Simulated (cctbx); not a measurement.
# ZnCd2Bi2 with cctbx, script by script

Library: cctbx 2025.11. The data are simulated by the first script.

## 1. Simulate the data

run.py:

```python
from cctbx import adptbx, crystal, miller, sgtbx, xray
from cctbx.array_family import flex
from iotbx.shelx import hklf
from scitbx import matrix
import scitbx.random

cs = crystal.symmetry(unit_cell=(4.342, 4.342, 7.216, 90, 90, 120), space_group_symbol='Hall: -P 3 2"')  # P-3m1
atoms = [  # label, site, U (iso, or U11 U22 U33 U12 U13 U23 in A^2), occupancy
    ("Bi1", (1/3, 2/3, 0.2457), 0.0162, 1),
    ("Cd1", (1/3, 2/3, 0.6353), 0.0241, 1),
    ("Zn1", (0, 0, 0), 0.0297, 1),
]
xs = xray.structure(crystal_symmetry=cs)
for label, site, u, occ in atoms:
    u = adptbx.u_cif_as_u_star(cs.unit_cell(), u) if isinstance(u, tuple) else u
    xs.add_scatterer(xray.scatterer(label, site=site, u=u, occupancy=occ))
xs.set_inelastic_form_factors(0.6889, "sasaki")
xs.show_summary()
p1 = xs.expand_to_p1()
ms = miller.build_set(p1, anomalous_flag=True, d_min=0.8)
flex.set_random_seed(667673)
scitbx.random.set_random_seed(667673)
ms = ms.select(flex.random_double(ms.size()) < 0.95)
i = ms.structure_factors_from_scatterers(p1, algorithm="direct").f_calc().as_intensity_array().data()
law = matrix.sqr((0, -1, 0, -1, 0, 0, 0, 0, -1))
mate = flex.miller_index([tuple(matrix.row(h) * law) for h in ms.indices()])
i2 = ms.customized_copy(indices=mate).structure_factors_from_scatterers(p1, algorithm="direct").f_calc().as_intensity_array().data()
i = (1 - 0.12) * i + 0.12 * i2
i = i * 40000 / flex.max(i)
sig = flex.sqrt(i + flex.pow2(0.015 * i) + 4 ** 2)
noise = scitbx.random.variate(scitbx.random.normal_distribution())(i.size())
data = ms.array(data=i + sig * noise, sigmas=sig).set_observation_type_xray_intensity()
with open("data.hkl", "w") as f:
    data.export_as_shelx_hklf(f)
print("reflections written:", data.size(), " <I/sigma> = %.1f" % flex.mean(data.data() / data.sigmas()))
for h, a, b in list(data.sort("data"))[:12]:
    print("%4d%4d%4d %9.1f %7.1f" % (h + (a, b)))
```

```console
$ python run.py
```

```text
Number of scatterers: 3
At special positions: 3
Unit cell: (4.342, 4.342, 7.216, 90, 90, 120)
Space group: P -3 m 1 (No. 164)
reflections written: 936  <I/sigma> = 35.9
   1   1   0   40805.0   632.5
  -1   2   0   39569.1   632.5
  -2   1   0   39484.1   632.5
  -1  -1   0   39366.7   632.5
   0  -1  -2   21314.1   346.8
  -1   1  -2   21103.5   346.8
   1   0  -2   21086.2   346.8
   0   1   2   21075.7   346.8
  -1   0   2   20633.6   346.8
   1  -1   2   20517.3   346.8
  -3   3   0   18336.3   301.8
   3   0   0   18228.6   301.8
```

It took 0.29 s on 1 thread of Arm Neoverse V2, with other jobs on the host, peak memory 0.07 GiB.

## 2. Symmetry

run.py:

```python
from cctbx import crystal, sgtbx, statistics
from cctbx.array_family import flex
from iotbx.shelx import hklf

p1 = crystal.symmetry(unit_cell=(4.342, 4.342, 7.216, 90, 90, 120), space_group_symbol="P 1")
raw = hklf.reader(file_name="data.hkl").as_miller_arrays(crystal_symmetry=p1, anomalous=True)[0]
print(raw.size(), "reflections to d = %.3f A" % raw.d_min())
isig = raw.data() / raw.sigmas()
print("centring   violations  <I/sigma> of those")
best = "P"
for c in "ABCIRF":
    a = raw.customized_copy(space_group_info=sgtbx.space_group_info("Hall: %s 1" % c)).sys_absent_flags().data()
    m = flex.mean(isig.select(a))
    print("%5s %10d of %5d %8.1f" % (c, (isig.select(a) > 4).count(True), a.count(True), m))
    if (isig.select(a) > 4).count(True) < 0.01 * a.count(True):
        best = c
raw = raw.select(~raw.customized_copy(space_group_info=sgtbx.space_group_info("Hall: %s 1" % best)).sys_absent_flags().data())
isig = raw.data() / raw.sigmas()
rows = []
for s in sgtbx.space_group_symbol_iterator():
    g = sgtbx.space_group(s)
    if g.conventional_centring_type_symbol() != best or not g.is_compatible_unit_cell(p1.unit_cell(), 1e-3, 0.02):
        continue
    rows.append((s, g))
print("Laue class    unique    Rint  (classes that these axes allow; Friedel mates merged)")
rint = {}
for s, g in rows:
    laue = g.build_derived_patterson_group()
    key = laue.type().hall_symbol()
    if key not in rint:
        m = raw.customized_copy(space_group_info=laue.info(), anomalous_flag=False).merge_equivalents()
        rint[key] = m.r_int()
        print("%-14s %6d %7.3f" % (laue.type().lookup_symbol(), m.array().size(), m.r_int()))
floor = min(rint.values())
good = [(s, g) for s, g in rows if rint[g.build_derived_patterson_group().type().hall_symbol()] < 2 * floor + 0.03]
top = max(g.build_derived_patterson_group().order_z() for s, g in good)
print("space group    extra absences  I>4sigma  <I/sigma>")
for s, g in good:
    laue = g.build_derived_patterson_group()
    if laue.order_z() != top:
        continue
    a = raw.customized_copy(space_group_info=g.info()).sys_absent_flags().data()
    a &= ~raw.customized_copy(space_group_info=laue.info()).sys_absent_flags().data()
    bad = (isig.select(a) > 4).count(True)
    if bad <= 0.03 * a.count(True):
        print("%-16s %8d %10d %9s  %s" % (s.universal_hermann_mauguin(), a.count(True), bad, "%.1f" % flex.mean(isig.select(a)) if a.count(True) else "-", "centric" if g.is_centric() else "acentric"))
laue = max(good, key=lambda t: t[1].build_derived_patterson_group().order_z())[1].build_derived_patterson_group()
f = raw.customized_copy(space_group_info=laue.info(), anomalous_flag=False).merge_equivalents().array().eliminate_sys_absent().f_sq_as_f()
f.set_observation_type_xray_amplitude()
bins = max(3, min(8, f.size() // 12))
f.setup_binner(n_bins=bins)
w = statistics.wilson_plot(f, {e: n / laue.order_z() for e, n in {'Bi': 2.0, 'Cd': 2.0, 'Zn': 1.0}.items()}, e_statistics=True)
print("Wilson B = %.2f A^2   <|E^2-1|> = %.3f (0.968 centric, 0.736 acentric)   E^2>4: %.1f %%" % (w.wilson_b, w.mean_e_sq_minus_1, w.percent_e_sq_gt_2))
print("shell (A)         n   <I/sigma>")
m = raw.customized_copy(space_group_info=laue.info(), anomalous_flag=False).merge_equivalents().array().eliminate_sys_absent()
for b in m.setup_binner(n_bins=bins).range_used():
    sel = m.binner().selection(b)
    print("%5.2f - %4.2f %6d %8.1f" % (min(m.binner().bin_d_range(b)[0] if m.binner().bin_d_range(b)[0] > 0 else 99, 99), m.binner().bin_d_range(b)[1], sel.count(True), flex.mean((m.data() / m.sigmas()).select(sel))))
```

```console
$ python run.py
```

```text
936 reflections to d = 0.800 A
centring   violations  <I/sigma> of those
    A        460 of   460     36.0
    B        460 of   460     35.9
    C        464 of   464     36.3
    I        460 of   460     35.8
    R        623 of   623     35.6
    F        692 of   692     36.1
Laue class    unique    Rint  (classes that these axes allow; Friedel mates merged)
P -1              495   0.013
P 1 1 2/m         273   0.214
P -3              171   0.016
P -3 1 m          107   0.210
P -3 m 1          119   0.017
P 6/m              97   0.210
P 6/m m m          76   0.210
space group    extra absences  I>4sigma  <I/sigma>
P 3 2 1                 0          0         -  acentric
P 3 m 1                 0          0         -  acentric
P -3 m 1                0          0         -  centric
Wilson B = 1.24 A^2   <|E^2-1|> = 0.677 (0.968 centric, 0.736 acentric)   E^2>4: 0.0 %
shell (A)         n   <I/sigma>
 7.22 - 1.60     22     90.6
 1.60 - 1.27     13    109.4
 1.27 - 1.11     17     91.5
 1.11 - 1.01     14    104.2
 1.01 - 0.94     10     95.1
 0.94 - 0.88     13     74.8
 0.88 - 0.84     14     88.8
 0.84 - 0.80     16     85.8
```

Time: 0.31 s.

## 3. Refinement

run.py:

```python
import math
from cctbx import adptbx, crystal, maptbx, sgtbx, xray
from cctbx.array_family import flex
from cctbx.xray import observations
from iotbx.shelx import hklf
from scitbx.lstbx import normal_eqns_solving
from smtbx import absolute_structure, utils
from smtbx.refinement import constraints, least_squares

cs = crystal.symmetry(unit_cell=(4.342, 4.342, 7.216, 90, 90, 120), space_group_symbol='Hall: -P 3 2"')  # P-3m1
atoms = [  # label, site, U (iso, or U11 U22 U33 U12 U13 U23 in A^2), occupancy
    ("Bi1", (1/3, 2/3, 0.245), 0.0200, 1),
    ("Cd1", (1/3, 2/3, 0.6347), 0.0200, 1),
    ("Zn1", (0, 0, 0), 0.0200, 1),
]
xs = xray.structure(crystal_symmetry=cs)
for label, site, u, occ in atoms:
    u = adptbx.u_cif_as_u_star(cs.unit_cell(), u) if isinstance(u, tuple) else u
    xs.add_scatterer(xray.scatterer(label, site=site, u=u, occupancy=occ))
xs.set_inelastic_form_factors(0.6889, "sasaki")
xs.convert_to_anisotropic()
raw = hklf.reader(file_name="data.hkl").as_miller_arrays(crystal_symmetry=cs, anomalous=True)[0]
merged = raw.eliminate_sys_absent().merge_equivalents()
fo2 = merged.array().set_observation_type_xray_intensity()
print("Rint %.3f, %d unique reflections to %.2f A" % (merged.r_int(), fo2.size(), fo2.d_min()))
for sc in xs.scatterers():
    sc.flags.set_grad_site(True)
    sc.flags.set_grad_u_aniso(sc.flags.use_u_aniso())
    sc.flags.set_grad_u_iso(sc.flags.use_u_iso())
obs = fo2.as_xray_observations()
extra = {}
rep = constraints.reparametrisation(xs, [], utils.connectivity_table(xs), **extra)
ls = least_squares.crystallographic_ls(obs, rep, weighting_scheme=least_squares.mainstream_shelx_weighting(a=0, b=0))
print("cycle     R1     wR2    GooF  max shift (A)")
for cycle in range(8):
    ls.build_up()
    r1, wr2, goof = ls.r1_factor(cutoff_factor=2)[0], ls.wR2(), ls.goof()
    old = xs.sites_cart()
    normal_eqns_solving.levenberg_marquardt_iterations(ls, n_max_iterations=3, tau=1e-06, step_threshold=1e-7)
    big = flex.max((xs.sites_cart() - old).norms())
    print("%4d %7.4f %7.4f %7.3f %9.5f" % (cycle + 1, r1, wr2, goof, big))
    ls.build_up(objective_only=True)
    if abs(ls.wR2() - wr2) < 5e-5 and big < 5e-4:
        break
ls.build_up()
print("final R1 %.4f wR2 %.4f GooF %.3f  parameters %d  data/parameter %.1f" % (ls.r1_factor(cutoff_factor=2)[0], ls.wR2(), ls.goof(), ls.n_parameters, fo2.size() / ls.n_parameters))
cov = ls.covariance_matrix_and_annotations()
su = dict(zip(cov.annotations, (math.sqrt(max(v, 0)) for v in cov.matrix.matrix_packed_u_diagonal())))
a2 = cs.unit_cell().reciprocal_parameters()[0] ** -2
print("atom        x        y        z      Ueq    occ   su(xyz)  su(Uiso or U11)")
for sc in xs.scatterers():
    s = max(su.get(sc.label + k, 0) for k in (".x", ".y", ".z"))
    npd = "" if sc.is_positive_definite_u(cs.unit_cell()) else "  NPD"
    print("%-5s %8.5f %8.5f %8.5f %8.4f %6.3f %8.5f %7.4f%s" % ((sc.label,) + sc.site + (sc.u_iso_or_equiv(cs.unit_cell()), sc.occupancy, s, su.get(sc.label + ".uiso", su.get(sc.label + ".u11", 0) * a2), npd)))
fo = fo2.f_sq_as_f()
fc = fo.structure_factors_from_scatterers(xs, algorithm="direct").f_calc()
diff = fo.f_obs_minus_f_calc(1 / math.sqrt(ls.scale_factor()), fc).average_bijvoet_mates()
m = diff.fft_map(symmetry_flags=maptbx.use_space_group_symmetry, resolution_factor=0.25).apply_volume_scaling()
print("difference map: max %.2f min %.2f rms %.2f" % (m.statistics().max(), m.statistics().min(), m.statistics().sigma()))
peaks = m.peak_search(parameters=maptbx.peak_search_parameters(min_distance_sym_equiv=0.6, max_clusters=6)).all()
near = xs.closest_distances(peaks.sites(), distance_cutoff=4)
sps = cs.special_position_settings(min_distance_sym_equiv=0.5)
for k, (x, h) in enumerate(zip(peaks.sites(), peaks.heights())):
    ss = sps.site_symmetry(x)
    print("Q%-3d %7.4f %7.4f %7.4f %4d %7.2f  %.2f A from %s" % ((k + 1,) + tuple(t % 1 for t in ss.exact_site()) + (ss.multiplicity(), h, near.smallest_distances[k], xs.scatterers()[near.i_seqs[k]].label)))
```

```console
$ python run.py
```

```text
Rint 0.017, 119 unique reflections to 0.80 A
cycle     R1     wR2    GooF  max shift (A)
   1  0.0907  0.2553  26.781   0.00978
   2  0.0591  0.1775  18.620   0.00032
final R1 0.0594 wR2 0.1775 GooF 18.618  parameters 8  data/parameter 14.9
atom        x        y        z      Ueq    occ   su(xyz)  su(Uiso or U11)
Bi1    0.33333  0.66667  0.24640   0.0156  1.000  0.00038  0.0011
Cd1    0.33333  0.66667  0.63577   0.0296  1.000  0.00092  0.0023
Zn1    0.00000  0.00000  0.00000   0.0324  1.000  0.00000  0.0048
difference map: max 15.01 min -7.15 rms 1.40
Q1    0.0000  0.0000  0.5000    1   15.01  2.69 A from Cd1
Q2    0.3333  0.6667  0.8567    2   12.27  1.59 A from Cd1
Q3    0.3333  0.6667  0.3724    2    9.72  0.91 A from Bi1
Q4    0.0000  0.0000  0.3823    2    6.73  2.51 A from Cd1
Q5    0.3333  0.6667  0.2500    2    3.76  0.03 A from Bi1
Q6    0.0000  0.0000  0.0000    1    2.03  0.00 A from Zn1
```

Time: 0.51 s.

This run holds a fault made on purpose: twinning ignored.

## 4. Refinement (twin law added)

run.py, as its changes from the last script of this kind:

```diff
@@ -30,2 +30,3 @@
-obs = fo2.as_xray_observations()
-extra = {}
+twin = xray.twin_component(sgtbx.rot_mx((0, -1, 0, -1, 0, 0, 0, 0, -1)), 0.2, True)
+obs = observations.customized_copy(fo2.as_xray_observations(), (), (twin,))
+extra = dict(twin_fractions=(twin,))
@@ -55,11 +56 @@
-fo = fo2.f_sq_as_f()
-fc = fo.structure_factors_from_scatterers(xs, algorithm="direct").f_calc()
-diff = fo.f_obs_minus_f_calc(1 / math.sqrt(ls.scale_factor()), fc).average_bijvoet_mates()
-m = diff.fft_map(symmetry_flags=maptbx.use_space_group_symmetry, resolution_factor=0.25).apply_volume_scaling()
-print("difference map: max %.2f min %.2f rms %.2f" % (m.statistics().max(), m.statistics().min(), m.statistics().sigma()))
-peaks = m.peak_search(parameters=maptbx.peak_search_parameters(min_distance_sym_equiv=0.6, max_clusters=6)).all()
-near = xs.closest_distances(peaks.sites(), distance_cutoff=4)
-sps = cs.special_position_settings(min_distance_sym_equiv=0.5)
-for k, (x, h) in enumerate(zip(peaks.sites(), peaks.heights())):
-    ss = sps.site_symmetry(x)
-    print("Q%-3d %7.4f %7.4f %7.4f %4d %7.2f  %.2f A from %s" % ((k + 1,) + tuple(t % 1 for t in ss.exact_site()) + (ss.multiplicity(), h, near.smallest_distances[k], xs.scatterers()[near.i_seqs[k]].label)))
+print("twin fraction %.3f" % twin.value)
```

```console
$ python run.py
```

```text
Rint 0.017, 119 unique reflections to 0.80 A
cycle     R1     wR2    GooF  max shift (A)
   1  0.0545  0.1694  17.847   0.00516
   2  0.0040  0.0095   0.998   0.00000
final R1 0.0040 wR2 0.0095 GooF 0.998  parameters 9  data/parameter 13.2
atom        x        y        z      Ueq    occ   su(xyz)  su(Uiso or U11)
Bi1    0.33333  0.66667  0.24572   0.0162  1.000  0.00002  0.0001
Cd1    0.33333  0.66667  0.63535   0.0240  1.000  0.00005  0.0001
Zn1    0.00000  0.00000  0.00000   0.0295  1.000  0.00000  0.0003
twin fraction 0.120
```

It took 0.48 s on 1 thread of Arm Neoverse V2 (shared host), peak memory 0.09 GiB.

[Logs are printed without paths, hosts, clocks, repeated set-up lines and the standing remarks that a program may print on its own settings, such as how far it seeks lower states.]
